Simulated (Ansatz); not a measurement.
## Lattice dynamics of LuSe (Fm-3m)

How does LuSe (Fm-3m) vibrate, and is this structure a minimum?

Method: DFT PBEsol, scalar-relativistic, plane waves, PAW; PAW set soft_1, in Ansatz 0.2.0.

### 1. Starting point

The structure is cubic, space group Fm-3m (No. 225). Conventional cell: a = 5.576 Å, b = 5.576 Å, c = 5.576 Å, α = 90.00°, β = 90.00°, γ = 90.00°. Nearest to Lu lie 6 Se at 2.79 Å. Nearest to Se lie 6 Lu at 2.79 Å. Farther neighbours and most contacts between anions are not listed.

As a file:

```cif
data_structure
_symmetry_space_group_name_H-M 'P 1'
_symmetry_Int_Tables_number 1
_cell_length_a 3.9428
_cell_length_b 3.9428
_cell_length_c 3.9428
_cell_angle_alpha 60.000
_cell_angle_beta 60.000
_cell_angle_gamma 60.000
_cell_volume 43.34
loop_
_atom_site_label
_atom_site_type_symbol
_atom_site_fract_x
_atom_site_fract_y
_atom_site_fract_z
_atom_site_occupancy
Lu1 Lu 0.00000 0.00000 0.00000 1
Se2 Se 0.50000 0.50000 0.50000 1
```

### 2. Bringing the structure to rest

The cell and atoms are relaxed, since residual forces and stress would shift the frequencies.

Contents of input.yaml:

```yaml
crystal:
  lattice:
    - [0.0, 2.788, 2.788]
    - [2.788, 0.0, 2.788]
    - [2.788, 2.788, 0.0]
  atoms:
    - { symbol: Lu, position: [0.0, 0.0, 0.0] }
    - { symbol: Se, position: [0.5, 0.5, 0.5] }
kpoints:
  mp_grid: { grid: [14, 14, 14] }
hamiltonian:
  xc: pbesol
  pseudopotentials: { kind: paw, azcp: { folder: soft_1 }, xc_functional: pbe }
scf:
  occupations: { method: gaussian, width: 0.1 }
output:
  forces: true
  stress: true
  eigenvalues: true
relax:
  adjacent_minimum: "off"
  f_tol: 0.005
  max_steps: 80
  cell: { stress_tol: 0.05 }
```

Run with:

```bash
$ ansatz run input.yaml --threads 4 --pin off --max-ram 10240MiB --backend cpu --events-out ev --progress --plain --runs-dir out
```

Numbers of over 12 decimals in the logs are rounded to 6 here.

The log of the run:

```text
Engine: ansatz 0.2.0, x86_64-unknown-linux-gnu
Pseudopotentials: kind: paw
Pseudopotential: Lu, paw, valence charge 25, recommended cutoff 420 eV (normal), soft_1/Lu.paw.azcp
Pseudopotential: Se, paw, valence charge 16, recommended cutoff 420 eV (normal), soft_1/Se.paw.azcp
Functional definition: PBEsol
  exchange = pbesol_x
  correlation = pbesol_c
Crystal: 2 atoms, lattice volume = 43.342 Å³
Basis set: ecut = 420 eV, 869 PW (Γ), exchange–correlation on 54×54×54 points (8 copies of the dense FFT grid, shifted against one another)
Bands: 25, of which v1, the nominal top of the filled ones, is band 21 counted from 1 (20 counted from 0)
Symmetry: 48 space group operations
Space group: Fm-3m (ITA 225), of the structure as read, at distance tolerance 3.5e-5 Å
k-points: 104 of 2744
Non-local potential: Lu, projectors of the file, l = 0: 3, l = 1: 2, l = 2: 2, l = 3: 3
Non-local potential: Se, projectors of the file, l = 0: 2, l = 1: 2, l = 2: 3, l = 3: 1
PAW form: soft (Blöchl's): semilocal exchange-correlation on the pseudo side does not see the compensation charge
PAW frozen core: Lu, regenerated for the run's functional, and the local potential with it (the file was generated under x = pbe(κ = 0.804, μ = 0.219515), c = pbe(β = 0.066725))
PAW frozen core: Se, regenerated for the run's functional, and the local potential with it (the file was generated under x = pbe(κ = 0.804, μ = 0.219515), c = pbe(β = 0.066725))
PAW one-centre angular grid: Lu, 590 points (default); XC on 64 Gauss nodes
PAW one-centre angular grid: Se, 590 points (default); XC on 64 Gauss nodes
Initial density: superposition of atomic densities (chi_scale 0.1, normalization cell, long waves kept (reshape's long-wave potential 0.00 eV rms))
Initial wavefunctions: pseudopotential atomic-orbital guess
Functional: x = pbesol(κ = 0.804, μ = 0.123457), c = pbesol(β = 0.046)
SCF iter   1: F=—  HF=-20041.835594 eV  |F-HF|=—  |Δ(HF+E_count)|=         —  Δρ=9.67e-2  dr2=6.21e0  ethr=3.10e-3  ⟨swp⟩=5.1  Hψ=12432  notcnv=0
preconditioner: auto → Kerker (q_TF=auto, 2.703 Å⁻¹)  [metal: Δε(μ)=0.025 eV  Ē_g=14.959 eV  σ=0.100 eV  W_gap=0.14  n_scr=14 (ndim 8)  ℏωp=30.4 eV  f_vac=0.000  D(μ)=1.32/eV (n_scr^D=14)]
SCF iter   2: F=—  HF=-20040.309849 eV  |F-HF|=—  |Δ(HF+E_count)|=    1.53e0  Δρ=4.50e-2  dr2=1.41e0  ethr=3.10e-3  ⟨swp⟩=4.7  Hψ=7867  notcnv=0  defer=32
SCF iter   3: F=—  HF=-20039.889289 eV  |F-HF|=—  |Δ(HF+E_count)|=   4.21e-1  Δρ=3.01e-2  dr2=4.84e-1  ethr=3.10e-3  ⟨swp⟩=3.8  Hψ=6538  notcnv=0  defer=32
SCF iter   4: F=—  HF=-20039.527262 eV  |F-HF|=—  |Δ(HF+E_count)|=   3.62e-1  Δρ=9.13e-3  dr2=2.25e-2  ethr=1.18e-3  ⟨swp⟩=3.8  Hψ=7507  notcnv=0  defer=32
SCF iter   5: F=—  HF=-20039.556820 eV  |F-HF|=—  |Δ(HF+E_count)|=   2.96e-2  Δρ=3.96e-3  dr2=3.21e-3  ethr=5.49e-5  ⟨swp⟩=3.0  Hψ=8056  notcnv=0  defer=32
SCF iter   6: F=—  HF=-20039.554398 eV  |F-HF|=—  |Δ(HF+E_count)|=   2.42e-3  Δρ=7.23e-4  dr2=1.72e-4  ethr=7.83e-6  ⟨swp⟩=3.0  Hψ=6868  notcnv=0  defer=32
SCF iter   7: F=—  HF=-20039.554767 eV  |F-HF|=—  |Δ(HF+E_count)|=   3.69e-4  Δρ=2.82e-4  dr2=3.26e-5  ethr=4.20e-7  ⟨swp⟩=3.1  Hψ=6694  notcnv=0  defer=32
SCF iter   8: F=—  HF=-20039.554783 eV  |F-HF|=—  |Δ(HF+E_count)|=   1.60e-5  Δρ=9.21e-5  dr2=5.37e-6  ethr=7.94e-8  ⟨swp⟩=2.5  Hψ=4857  notcnv=0  defer=32
SCF iter   9: F=—  HF=-20039.554782 eV  |F-HF|=—  |Δ(HF+E_count)|=   1.25e-6  Δρ=2.14e-5  dr2=2.51e-7  ethr=1.31e-8  ⟨swp⟩=2.4  Hψ=5056  notcnv=0  defer=32
SCF iter  10: F=-20039.554781 eV  HF=-20039.554781 eV  |F-HF|=8.08e-10  |Δ(HF+E_count)|=   1.54e-7  Δρ=3.70e-6  dr2=5.10e-9  ethr=2.44e-10  ⟨swp⟩=11.2  Hψ=19353  notcnv=0
SCF 1 converged in 10 iterations: F = -20039.554781 eV  dr2 = 5.10e-9
  greatest PAW one-centre occupation: 1.000 electrons in one spin orbital (limit 2), on the Se atom at site 1 (counted from 0), in its partial waves of l = 2
relax step   1: F+E_penalty+E_count = -20039.55478142 eV  Δ(F+E_penalty+E_count) = +0.000e0 eV  max|allowed force component| = 5.769e-30 eV/Å  Δτ_max = 0.0000 Å  P = -1.209 GPa  Ω = 43.342 Å³  (10 SCF iters, dr2 threshold 1.00e-7 eV, accepted)
Crystal: 2 atoms, lattice volume = 42.082 Å³
Initial density: handed on by an earlier stage of this run
Initial wavefunctions: those handed on with the density
iter 1 solved again at ethr=8.85e-6 eV; its pass at ethr=3.10e-3 eV (dr2=3.63e-3 eV) is discarded
SCF iter   1: F=—  HF=-20039.555469 eV  |F-HF|=—  |Δ(HF+E_count)|=         —  Δρ=2.15e-3  dr2=3.61e-3  ethr=8.85e-6  ⟨swp⟩=2.3  Hψ=17028  notcnv=0
preconditioner: auto → Kerker (q_TF=auto, 2.716 Å⁻¹)  [metal: Δε(μ)=0.049 eV  Ē_g=13.465 eV  σ=0.100 eV  W_gap=0.26  n_scr=14 (ndim 8)  ℏωp=30.8 eV  f_vac=0.000  D(μ)=1.09/eV (n_scr^D=8)]
SCF iter   2: F=—  HF=-20039.554545 eV  |F-HF|=—  |Δ(HF+E_count)|=   9.24e-4  Δρ=1.38e-3  dr2=1.50e-3  ethr=8.80e-6  ⟨swp⟩=1.9  Hψ=2834  notcnv=0
SCF iter   3: F=—  HF=-20039.554031 eV  |F-HF|=—  |Δ(HF+E_count)|=   5.14e-4  Δρ=3.22e-4  dr2=4.34e-5  ethr=3.66e-6  ⟨swp⟩=2.6  Hψ=5070  notcnv=0
SCF iter   4: F=—  HF=-20039.554029 eV  |F-HF|=—  |Δ(HF+E_count)|=   1.78e-6  Δρ=3.37e-4  dr2=3.20e-5  ethr=1.06e-7  ⟨swp⟩=3.0  Hψ=6299  notcnv=0
SCF iter   5: F=—  HF=-20039.554023 eV  |F-HF|=—  |Δ(HF+E_count)|=   6.67e-6  Δρ=9.03e-5  dr2=5.02e-6  ethr=7.81e-8  ⟨swp⟩=3.1  Hψ=4870  notcnv=0
SCF iter   6: F=—  HF=-20039.554020 eV  |F-HF|=—  |Δ(HF+E_count)|=   2.59e-6  Δρ=4.01e-5  dr2=1.14e-6  ethr=1.23e-8  ⟨swp⟩=2.4  Hψ=4830  notcnv=0
SCF iter   7: F=-20039.554020 eV  HF=-20039.554020 eV  |F-HF|=4.64e-8  |Δ(HF+E_count)|=   3.14e-7  Δρ=1.50e-5  dr2=1.48e-7  ethr=4.88e-10  ⟨swp⟩=7.5  Hψ=18776  notcnv=0
SCF 2 converged in 7 iterations: F = -20039.554020 eV  dr2 = 1.48e-7
relax step   2: F+E_penalty+E_count = -20039.55401962 eV  Δ(F+E_penalty+E_count) = +7.618e-4 eV  max|allowed force component| = 2.892e-30 eV/Å  Δτ_max = 0.0000 Å  P = +1.569 GPa  Ω = 42.082 Å³  energy of the carried Pulay correction = +3.637e-4 eV  (7 SCF iters, dr2 threshold 2.00e-7 eV, rejected (line search))
Crystal: 2 atoms, lattice volume = 42.784 Å³
iter 1 solved again at ethr=2.58e-6 eV; its pass at ethr=3.10e-3 eV (dr2=1.06e-3 eV) is discarded
SCF iter   1: F=—  HF=-20039.557600 eV  |F-HF|=—  |Δ(HF+E_count)|=         —  Δρ=1.21e-3  dr2=1.16e-3  ethr=2.58e-6  ⟨swp⟩=3.2  Hψ=17728  notcnv=0
preconditioner: auto → Kerker (q_TF=auto, 2.709 Å⁻¹)  [metal: Δε(μ)=0.042 eV  Ē_g=13.399 eV  σ=0.100 eV  W_gap=0.23  n_scr=14 (ndim 8)  ℏωp=30.6 eV  f_vac=0.000  D(μ)=1.12/eV (n_scr^D=8)]
SCF iter   2: F=—  HF=-20039.557305 eV  |F-HF|=—  |Δ(HF+E_count)|=   2.95e-4  Δρ=7.44e-4  dr2=4.43e-4  ethr=2.58e-6  ⟨swp⟩=2.0  Hψ=3171  notcnv=0
SCF iter   3: F=—  HF=-20039.557136 eV  |F-HF|=—  |Δ(HF+E_count)|=   1.68e-4  Δρ=1.52e-4  dr2=1.09e-5  ethr=1.08e-6  ⟨swp⟩=2.5  Hψ=4900  notcnv=0
SCF iter   4: F=—  HF=-20039.557131 eV  |F-HF|=—  |Δ(HF+E_count)|=   5.74e-6  Δρ=1.64e-4  dr2=7.28e-6  ethr=2.65e-8  ⟨swp⟩=3.2  Hψ=6764  notcnv=0
SCF iter   5: F=—  HF=-20039.557130 eV  |F-HF|=—  |Δ(HF+E_count)|=   5.66e-7  Δρ=5.63e-5  dr2=1.54e-6  ethr=1.78e-8  ⟨swp⟩=3.4  Hψ=4866  notcnv=0
SCF iter   6: F=—  HF=-20039.557130 eV  |F-HF|=—  |Δ(HF+E_count)|=   2.36e-7  Δρ=2.18e-5  dr2=3.11e-7  ethr=3.75e-9  ⟨swp⟩=2.2  Hψ=4986  notcnv=0
SCF iter   7: F=—  HF=-20039.557130 eV  |F-HF|=—  |Δ(HF+E_count)|=   7.50e-8  Δρ=9.37e-6  dr2=5.87e-8  ethr=7.58e-10  ⟨swp⟩=2.1  Hψ=4515  notcnv=0
SCF iter   8: F=—  HF=-20039.557130 eV  |F-HF|=—  |Δ(HF+E_count)|=   9.15e-9  Δρ=2.46e-6  dr2=2.74e-9  ethr=1.43e-10  ⟨swp⟩=2.1  Hψ=4436  notcnv=0
SCF iter   9: F=—  HF=-20039.557130 eV  |F-HF|=—  |Δ(HF+E_count)|=  1.42e-10  Δρ=5.63e-7  dr2=1.39e-10  ethr=6.68e-12  ⟨swp⟩=2.9  Hψ=5835  notcnv=0
SCF iter  10: F=-20039.557130 eV  HF=-20039.557130 eV  |F-HF|=3.64e-12  |Δ(HF+E_count)|=  3.64e-12  Δρ=1.52e-7  dr2=9.76e-12  ethr=1.00e-12  ⟨swp⟩=9.0  Hψ=19050  notcnv=0
SCF 3 converged in 10 iterations: F = -20039.557130 eV  dr2 = 9.76e-12
relax step   3: F+E_penalty+E_count = -20039.55712985 eV  Δ(F+E_penalty+E_count) = -2.348e-3 eV  max|allowed force component| = 2.219e-30 eV/Å  Δτ_max = 0.0000 Å  P = -0.034 GPa  Ω = 42.784 Å³  energy of the carried Pulay correction = +1.596e-4 eV  (10 SCF iters, accepted)
Initial wavefunctions: pseudopotential atomic-orbital guess (no wavefunctions were taken with the density)
iter 1 solved again at ethr=3.65e-8 eV; its pass at ethr=3.10e-3 eV (dr2=1.50e-5 eV) is discarded
SCF iter   1: F=—  HF=-20039.556970 eV  |F-HF|=—  |Δ(HF+E_count)|=         —  Δρ=1.34e-5  dr2=1.39e-8  ethr=3.65e-8  ⟨swp⟩=6.0  Hψ=25344  notcnv=0
preconditioner: auto → Kerker (q_TF=auto, 2.709 Å⁻¹)  [metal: Δε(μ)=0.042 eV  Ē_g=13.409 eV  σ=0.100 eV  W_gap=0.23  n_scr=14 (ndim 8)  ℏωp=30.6 eV  f_vac=0.000  D(μ)=1.12/eV (n_scr^D=8)]
SCF iter   2: F=—  HF=-20039.556970 eV  |F-HF|=—  |Δ(HF+E_count)|=   1.82e-7  Δρ=1.07e-5  dr2=2.39e-8  ethr=3.39e-11  ⟨swp⟩=4.0  Hψ=8081  notcnv=0
SCF iter   3: F=—  HF=-20039.556970 eV  |F-HF|=—  |Δ(HF+E_count)|=   3.90e-9  Δρ=5.21e-6  dr2=3.36e-9  ethr=3.39e-11  ⟨swp⟩=3.0  Hψ=5428  notcnv=0
SCF iter   4: F=—  HF=-20039.556970 eV  |F-HF|=—  |Δ(HF+E_count)|=  3.82e-10  Δρ=2.25e-6  dr2=7.34e-10  ethr=8.20e-12  ⟨swp⟩=2.4  Hψ=4744  notcnv=0
SCF iter   5: F=—  HF=-20039.556970 eV  |F-HF|=—  |Δ(HF+E_count)|=  6.55e-11  Δρ=6.32e-7  dr2=5.89e-11  ethr=1.79e-12  ⟨swp⟩=2.1  Hψ=4781  notcnv=0
SCF iter   6: F=-20039.556970 eV  HF=-20039.556970 eV  |F-HF|=0.00e0  |Δ(HF+E_count)|=  5.09e-11  Δρ=1.32e-7  dr2=2.71e-12  ethr=1.00e-12  ⟨swp⟩=9.8  Hψ=19589  notcnv=0
SCF 4 converged in 6 iterations: F = -20039.556970 eV  dr2 = 2.71e-12
relax step   4: F+E_penalty+E_count = -20039.55697046 eV  Δ(F+E_penalty+E_count) = +1.594e-4 eV  max|allowed force component| = 1.367e-29 eV/Å  Δτ_max = 0.0000 Å  P = -0.035 GPa  Ω = 42.784 Å³  stress off target by 3.46e-2 GPa  SCF on the basis re-selected at this cell (its energy is not comparable with the rows above)  (6 SCF iters)
basis re-selected at this cell: Δ(F+E_penalty+E_count) = +1.594e-4 eV, ΔP = -0.001 GPa vs the last step (what re-selecting the basis moved, of the pressure what is left beyond the Pulay correction that the steps carried, after the strain that the cell walked since its last selection, with what the two solves' SCF thresholds leave and, on support functions, any second-order correction that the steps lacked; it is no m [...]
SCF converged after 6 iterations
Free energy (F): -20039.556970 eV
Harris-Foulkes:  -20039.556970 eV  (|F-HF|=0.00e0)
Internal energy: -20039.551394 eV  (E = F + TS)
E sigma→0 (E₀):  -20039.554182 eV
Entropy (-TS):   -0.005576 eV (-2.788 meV/atom)
Fermi energy:    16.035803 eV
--- Per-component energies (eV) ---
  E_band       = -266.542242
  E_kinetic    = 535.682864
  E_local      = -8845.744007  (includes V_loc(G=0)·N_el)
  E_nonlocal   = 331.561307
  E_hartree    = 3986.273377
  E_xc         = -294.049281
  E_vxc        = -346.681127  (∫ρ·V_xc dr)
  E_paw        = -9386.807905  (= ΣΔE_a)
  E_vpaw       = 86.092367  (= ΣTr[D̂ρ^β])
  E_aug_tail   = -0.000392  (compensation charges beyond the density's cutoff)
  E_ewald      = -6368.667694
  E_core_change = 2.200336  (= ΣΔE_core)
  E_smearing   = -0.005576  (= −TS)
  E_closure    = 0.000000  (closes the sum)
  Σ components = -20039.556970   (vs F -20039.556970, Δ=0.00e0)
--- Forces (eV/Å), atoms counted from 1 ---
  atom   1  Lu     0.00000000    -0.00000000    -0.00000000
  atom   2  Se    -0.00000000     0.00000000     0.00000000
  max |Σ_I F_I| component: 1.26e-29 eV/Å
--- Stress (GPa, compression-positive) ---
       -0.034607      -0.000000      -0.000000
       -0.000000      -0.034607       0.000000
       -0.000000       0.000000      -0.034607
  P = ⅓ Tr σ = -0.0346 GPa (-0.346 kbar)
--- Band table (eV; the first three rows and the last of 104) ---
  k-point 0: bands = [... 17 lower, 13.1338, 13.1338, 13.1338, 15.7953, 15.7953, 15.7953, 16.3766, 16.7281]
  k-point 1: bands = [... 17 lower, 12.6625, 12.9288, 12.9288, 15.8704, 15.9151, 15.9151, 16.8318, 17.0069]
  k-point 2: bands = [... 17 lower, 11.7431, 12.4715, 12.4715, 15.9371, 16.2126, 16.2126, 17.7388, 17.7388]
  k-point 103: bands = [... 17 lower, 10.3341, 10.5905, 10.6684, 16.3934, 17.6972, 17.7601, 19.6400, 19.8921]
--- Relaxed structure (3 steps of the walk, 2 accepted, 1 SCFs on fresh bases) ---
  F+E_penalty+E_count = -20039.55697046 eV   max|allowed force component| = 1.367e-29 eV/Å   (the final SCF, on the basis selected at the relaxed cell)
  cell:  # Å, volume = 42.7841 Å³
    - [0, 2.775988, 2.775988]
    - [2.775988, 0, 2.775988]
    - [2.775988, 2.775988, 0]
  atoms:
    - { symbol: Lu, position: [0, 0, 0] }
    - { symbol: Se, position: [0.5, 0.5, 0.5] }
```

It took 6.2 s on 4 threads of Intel Xeon 6975P-C (Granite Rapids), shared host; peak memory 0.49 GiB; 19 s of CPU time.

Step by step:

```
step  energy less that of the first step (eV)  largest force component (eV/Å)  pressure (GPa)  volume (Å³)
   1                                   0.0000                          0.0000           -1.21        43.34
   2                                   0.0008                          0.0000            1.57        42.08
   3                                  -0.0023                          0.0000           -0.03        42.78
  4*                                  -0.0022                          0.0000           -0.03        42.78
```

Relaxation steps marked * repeat the geometry before them on a plane-wave basis chosen anew for their cell, so energy and pressure can jump there. Relaxation step 2 was tried and not accepted.

Forces are held to the 48 operations that the run works with; a distortion that breaks them can't arise in this run.

```csv
"conventional cell, symmetrised",before,after,change
a (Å),5.576,5.552,-0.4 %
b (Å),5.576,5.552,-0.4 %
c (Å),5.576,5.552,-0.4 %
volume (Å³/atom),21.67,21.39,-1.3 %
```

Final coordinates:

```cif
data_structure
_symmetry_space_group_name_H-M 'P 1'
_symmetry_Int_Tables_number 1
_cell_length_a 3.9258
_cell_length_b 3.9258
_cell_length_c 3.9258
_cell_angle_alpha 60.000
_cell_angle_beta 60.000
_cell_angle_gamma 60.000
_cell_volume 42.78
loop_
_atom_site_label
_atom_site_type_symbol
_atom_site_fract_x
_atom_site_fract_y
_atom_site_fract_z
_atom_site_occupancy
Lu1 Lu 0.00000 0.00000 0.00000 1
Se2 Se 0.50000 0.50000 0.50000 1
```

This step gave:

```
pressure          : -0.03461 GPa
volume per atom   : 21.39 Å³
gap on the k-mesh : 0 eV
```

In this step the volume went from 21.67 to 21.39 Å³/atom.

### 3. Tight relaxation

Phonons need a cell at rest on their own settings, so the relaxation is repeated with tight tolerances on forces and stress, using the mesh and the filling of the phonon run that follows.

input.yaml, the sections that differ from step 2:

```yaml
crystal:
  lattice:
    - [0.0, 2.7759878272, 2.7759878272]
    - [2.7759878272, 0.0, 2.7759878272]
    - [2.7759878272, 2.7759878272, 0.0]
  atoms:
    - { symbol: Lu, position: [0.0, 0.0, 0.0] }
    - { symbol: Se, position: [0.5, 0.5, 0.5] }
kpoints:
  mp_grid: { grid: [16, 16, 16] }
scf:
  occupations: { method: methfessel_paxton, width: 0.2 }
relax:
  adjacent_minimum: "off"
  f_tol: 0.001
  max_steps: 60
  cell: { stress_tol: 0.01 }
# hamiltonian, output: as in step 2
```

The log of the run:

```text
[...]
Crystal: 2 atoms, lattice volume = 42.784 Å³
Basis set: ecut = 420 eV, 869 PW (Γ), exchange–correlation on 54×54×54 points (8 copies of the dense FFT grid, shifted against one another)
Bands: 25, of which v1, the nominal top of the filled ones, is band 21 counted from 1 (20 counted from 0)
Symmetry: 48 space group operations
[...]
k-points: 145 of 4096
[...]
k-point 144: bands = [... 17 lower, 10.4960, 10.4960, 10.5495, 17.0586, 17.0586, 17.7846, 19.6572, 19.9062, ... 4 higher]
--- Relaxed structure (3 steps of the walk, 2 accepted, 1 SCFs on fresh bases) ---
[...]
cell:  # Å, volume = 42.7586 Å³
    - [0, 2.775435, 2.775435]
    - [2.775435, 0, 2.775435]
    - [2.775435, 2.775435, 0]
  atoms:
    - { symbol: Lu, position: [0, 0, 0] }
    - { symbol: Se, position: [0.5, 0.5, 0.5] }
[key lines of the parts left out:]
SCF converged after 4 iterations
Free energy (F): -20039.555328 eV
Fermi energy:    16.060582 eV
P = ⅓ Tr σ = -0.0001 GPa (-0.001 kbar)
```

The job ended after 7 s (4 threads; peak memory 0.53 GiB; 25 s of CPU time).

Little changed from the start: no atom moved by 0.005 Å and no cell edge by 0.1 %.

Numbers from this step:

```yaml
pressure: -1.15e-4 GPa
volume_per_atom: 21.38 Å³
```

The forces vanish by symmetry and the pressure is 0.000 GPa, within the tolerances set. The cell now holds 21.38 Å³/atom.

(Part 1 of 2 ends here.)

[Logs are printed without paths, hosts, clocks, repeated set-up lines and the standing remarks that a program may print on its own settings, such as how far it seeks lower states.]

[Hosts, paths, dates, database ids (printed as entryN), source tags and the programs' standing remarks are cut or masked in the printed files.]
